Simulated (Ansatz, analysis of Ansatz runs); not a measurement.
# A hop of Na in Na3BrO (Pm-3m), charge −1, part 3 of 3

Aim: the barrier of one jump in Na3BrO (Pm-3m) at charge −1: V_Na hop (3.2 Å). The model is a cell of 60 host atoms with 1 Na taken out; Na is the atom that moves.

Ansatz 0.2.0; plane-wave PAW DFT, PBEsol; nudged elastic band between two relaxed defect structures at fixed charge in a uniform background.

So far, barrier forward (eV): step 4 (nudged elastic band, charge −1, PBEsol) 0.375; step 6 (barrier from single points, PBEsol, denser k-mesh) 0.376; step 8 (barrier from single points, r2SCAN) 0.399.

### 9. Saddle search from image 2

A minimum-mode search from an image of the band needs no end points, and checks the top by another method.

This step: plane-wave PAW DFT, PBEsol; minimum-mode saddle search in a defect supercell, started from an image of the band.

qm1.saddle/input.yaml

```yaml
crystal:
  lattice:
    - [9.08406471, 4.54203236, 0.0]
    - [-9.08406471, 9.08406471, 0.0]
    - [0.0, 0.0, 9.08406471]
  atoms:
    - { symbol: Na, position: [0.16432608, 0.15936555, 0.24995278] }
    - { symbol: Na, position: [0.49808979, -0.00385917, 0.2504011] }
    - { symbol: Na, position: [0.86535092, 0.3506279, 0.25052952] }
    - { symbol: Na, position: [0.2830275, 0.42133375, 0.249408] }
    - { symbol: Na, position: [0.5127913, 0.24800637, 0.24983139] }
    - { symbol: Na, position: [0.83168733, 0.08743884, 0.25013579] }
    - { symbol: Na, position: [0.01075474, 0.25965239, 0.00318918] }
    - { symbol: Na, position: [0.33409309, 0.08205931, -0.00011613] }
    - { symbol: Na, position: [0.65899431, 0.41899608, 0.00609965] }
    - { symbol: Br, position: [0.00060883, -0.00165001, -0.00016679] }
    - { symbol: Br, position: [0.33444507, 0.3257806, -0.01537902] }
    - { symbol: Br, position: [0.66541336, 0.16262288, -0.00386038] }
    - { symbol: O, position: [0.00829324, 0.247165, 0.25023231] }
    - { symbol: O, position: [0.33447031, 0.08135092, 0.25027268] }
    - { symbol: O, position: [0.68186799, 0.4081897, 0.25015754] }
    - { symbol: Na, position: [0.16515659, 0.16591929, 0.75053315] }
    - { symbol: Na, position: [0.49993041, 0.00063916, 0.75011724] }
    - { symbol: Na, position: [0.83242161, 0.33561154, 0.75050942] }
    - { symbol: Na, position: [0.16620158, 0.42032139, 0.74954968] }
    - { symbol: Na, position: [0.50106586, 0.24912476, 0.75044683] }
    - { symbol: Na, position: [0.83311961, 0.08675182, 0.75040645] }
    - { symbol: Na, position: [0.00968824, 0.25900311, 0.49724607] }
    - { symbol: Na, position: [0.33392755, 0.08217057, 0.50073222] }
    - { symbol: Na, position: [0.65979278, 0.41877274, 0.49429084] }
    - { symbol: Br, position: [0.00042364, -0.0015801, 0.50065378] }
    - { symbol: Br, position: [0.3343284, 0.32541479, 0.51561348] }
    - { symbol: Br, position: [0.66518432, 0.16274123, 0.5044297] }
    - { symbol: O, position: [0.00112919, 0.25238956, 0.75032533] }
    - { symbol: O, position: [0.33213699, 0.08260779, 0.75041311] }
    - { symbol: O, position: [0.66355682, 0.41710247, 0.75021182] }
    - { symbol: Na, position: [0.14336481, 0.64966932, 0.2498791] }
    - { symbol: Na, position: [0.83486238, 0.83736356, 0.25028564] }
    - { symbol: Na, position: [0.16809144, 0.91098092, 0.25049749] }
    - { symbol: Na, position: [0.50688795, 0.74525566, 0.24991777] }
    - { symbol: Na, position: [0.80531609, 0.58553513, 0.25061109] }
    - { symbol: Na, position: [-0.00456668, 0.74763528, -0.00013682] }
    - { symbol: Na, position: [0.33416389, 0.59035044, 0.00312321] }
    - { symbol: Na, position: [0.66715499, 0.91819227, -0.00024143] }
    - { symbol: Br, position: [-0.00201822, 0.50342296, -0.01197448] }
    - { symbol: Br, position: [0.33261172, 0.83678472, -0.00371216] }
    - { symbol: Br, position: [0.66879375, 0.67279663, -0.00725729] }
    - { symbol: O, position: [-0.00804358, 0.74733187, 0.25013799] }
    - { symbol: O, position: [0.32697978, 0.59622017, 0.2500591] }
    - { symbol: O, position: [0.66749942, 0.9175796, 0.25011194] }
    - { symbol: Na, position: [0.16469399, 0.66707027, 0.75005795] }
    - { symbol: Na, position: [0.49945641, 0.50195951, 0.74957399] }
    - { symbol: Na, position: [0.83252541, 0.83383902, 0.74988619] }
    - { symbol: Na, position: [0.16601581, 0.91620263, 0.75011083] }
    - { symbol: Na, position: [0.50111313, 0.75201005, 0.7500926] }
    - { symbol: Na, position: [0.83194967, 0.58296873, 0.7500588] }
    - { symbol: Na, position: [-0.00439299, 0.74761161, 0.50039531] }
    - { symbol: Na, position: [0.33404929, 0.59080593, 0.49688561] }
    - { symbol: Na, position: [0.66703654, 0.91834606, 0.50056297] }
    - { symbol: Br, position: [-0.00147559, 0.50360577, 0.51241418] }
    - { symbol: Br, position: [0.33259549, 0.83682409, 0.50423642] }
    - { symbol: Br, position: [0.66867291, 0.67290852, 0.50755584] }
    - { symbol: O, position: [-0.00089913, 0.7510137, 0.75012807] }
    - { symbol: O, position: [0.33406881, 0.58617075, 0.74994939] }
    - { symbol: O, position: [0.66760719, 0.91881219, 0.75022256] }
total_charge: -1
basis:
  ecutwfc: 420
  xc_grid: 2
hamiltonian:
  xc: pbesol
kpoints:
  mp_grid: { grid: [1, 1, 1], shift: [0.25, 0.25, 0.25] }
scf:
  occupations: { method: fixed }
  max_iter: 150
output:
  forces: true
saddle:
  mode_guess:
    - [-0.0348, 0.0133, 0.0008]
    - [0.0037, -0.0324, -0.0008]
[... 1 atom line left out ...]
    - [0.7051, 0.6368, 0.0014]
    - [0.1176, -0.0353, 0.0002]
[... 5 atom lines left out ...]
    - [0.0261, -0.0076, -0.0458]
[... 1 atom line left out ...]
    - [-0.0327, -0.1355, -0.0029]
[... 1 atom line left out ...]
    - [-0.0656, -0.0282, -0.0005]
[... 10 atom lines left out ...]
    - [0.0214, -0.003, 0.0403]
[... 4 atom lines left out ...]
    - [0.0245, -0.0447, 0.0019]
[... 2 atom lines left out ...]
    - [0.0111, 0.0491, 0.0015]
[... 2 atom lines left out ...]
    - [-0.1015, 0.022, -0.0149]
[... 5 atom lines left out ...]
    - [0.0113, 0.0875, 0.002]
[... 8 atom lines left out ...]
    - [-0.0966, 0.0152, 0.0167]
[... 6 atom lines left out ...]
    - [0.0056, 0.0092, 0.0001]
  f_tol: 0.05
  max_steps: 30
  order_check: false
  dr2_threshold: 1.0e-08
```

On the command line:

```sh
ansatz run input.yaml --threads 32 --pin off --max-ram 84787MiB --backend cuda --events-out ev --progress --plain --runs-dir out --max-vram 78GiB
```

Numbers of over 12 decimals in the logs are rounded to 6 here.

The program printed:

```text
[...]
Warning: saddle: disabling space-group detection — the unstable mode generally breaks the start geometry's symmetry, and a symmetrised force would hide it, so no spatial operation reduces the k-mesh or symmetrises the density; [...]
[...]
saddle search: every force call converges dr2 to 1.0e-8 eV
[...]
Crystal: 59 atoms, lattice volume = 1124.429 Å³
Basis set: ecut = 420 eV, 22007 PW (Γ), exchange–correlation on 144×180×128 points (8 copies of the dense FFT grid, shifted against one another)
Bands: 295, of which v1, the nominal top of the filled ones, is band 236 counted from 1 (235 counted from 0)
Symmetry: 1 space group operations
k-points: 1
[...]
SCF iter   1: F=—  HF=-91269.422358 eV  |F-HF|=—  |Δ(HF+E_count)|=         —  Δρ=1.01e-2  dr2=7.93e-1  ethr=1.77e-3  ⟨swp⟩=5.0  Hψ=847  notcnv=0  defer=57
[...]
- { symbol: Na, position: [0.163960, 0.667209, 0.750183] }
[...]
- { symbol: Na, position: [0.831131, 0.583044, 0.750152] }
    - { symbol: Na, position: [-0.005121, 0.747241, 0.500320] }
    - { symbol: Na, position: [0.330346, 0.591761, 0.497563] }
    - { symbol: Na, position: [0.667346, 0.918420, 0.500725] }
    - { symbol: Br, position: [-0.003018, 0.503435, 0.512535] }
    - { symbol: Br, position: [0.332240, 0.836794, 0.504528] }
    - { symbol: Br, position: [0.667631, 0.672086, 0.507904] }
    - { symbol: O, position: [-0.001460, 0.750678, 0.750173] }
    - { symbol: O, position: [0.333133, 0.586115, 0.750205] }
    - { symbol: O, position: [0.667498, 0.918709, 0.750173] }
  unstable mode:
  mode_guess:
    - [-0.05359623, 0.05329534, -0.00035718]
    - [-0.00644691, -0.03410835, 0.00004870]
    - [-0.04082339, -0.03360506, -0.00061837]
    - [0.66693842, 0.68634431, -0.00036683]
    - [0.05862813, -0.04655833, -0.00045630]
    - [-0.01773283, -0.05073544, -0.00017474]
    - [-0.00476914, 0.01559488, 0.02482472]
    - [-0.01559095, -0.01148656, -0.00010717]
[...]
- [-0.00296052, -0.02199050, -0.00459616]
    - [-0.00612413, -0.00857738, 0.00031745]
    - [-0.01786096, -0.00987374, 0.00036725]
    - [-0.00514555, -0.00419331, 0.00011578]
[key lines of the parts left out:]
SCF converged after 7 iterations
```

The job ended after 21 s (1 × NVIDIA GB200 with 32 threads of Arm Neoverse V2, shared host; peak memory 1.5 GiB; 2 min of CPU time).

Read from the output:

- free energy: -91269.0112 eV
- barrier forward: 0.3744 eV
- barrier of band: 0.3754 eV

This gives 0.374 eV against the band's 0.375 eV: both methods end at the same energy.

### 10. Summary of results

| Quantity | Value |
| --- | --- |
| barrier forward | 0.38 eV |
| barrier backward | 0.37 eV |
| end less start | 0.01 eV |
| hop length | 2.78 Å |
| band iterations, as the log counts them | 5 |
| barrier from single points, PBEsol, denser k-mesh | 0.38 eV |
| barrier from single points, r2SCAN | 0.40 eV |
| saddle search from image 2 | 0.37 eV |

In words: The top of the band lies 0.38 eV above the start and 0.37 eV above the end. With an assumed prefactor of 1e13 per second it gives one hop a second along this one path at about 150 K; whether such hops link up through the crystal wasn't checked. At the top Na4 stands 2.13 Å from its nearest O, 0.09 Å closer than at the start. Across functionals on this path (PBEsol 0.375 and r2SCAN 0.399 eV) the forward values spread by 0.024 eV. No image-charge correction is applied; it largely cancels along a path if the charge stays localised alike. Limits: one k-point off the zone centre stands for the whole zone.

[Logs are printed without paths, hosts, clocks, repeated set-up lines and the standing remarks that a program may print on its own settings, such as how far it seeks lower states.]

[Hosts, paths, dates, database ids (printed as entryN), source tags and the programs' standing remarks are cut or masked in the printed files.]
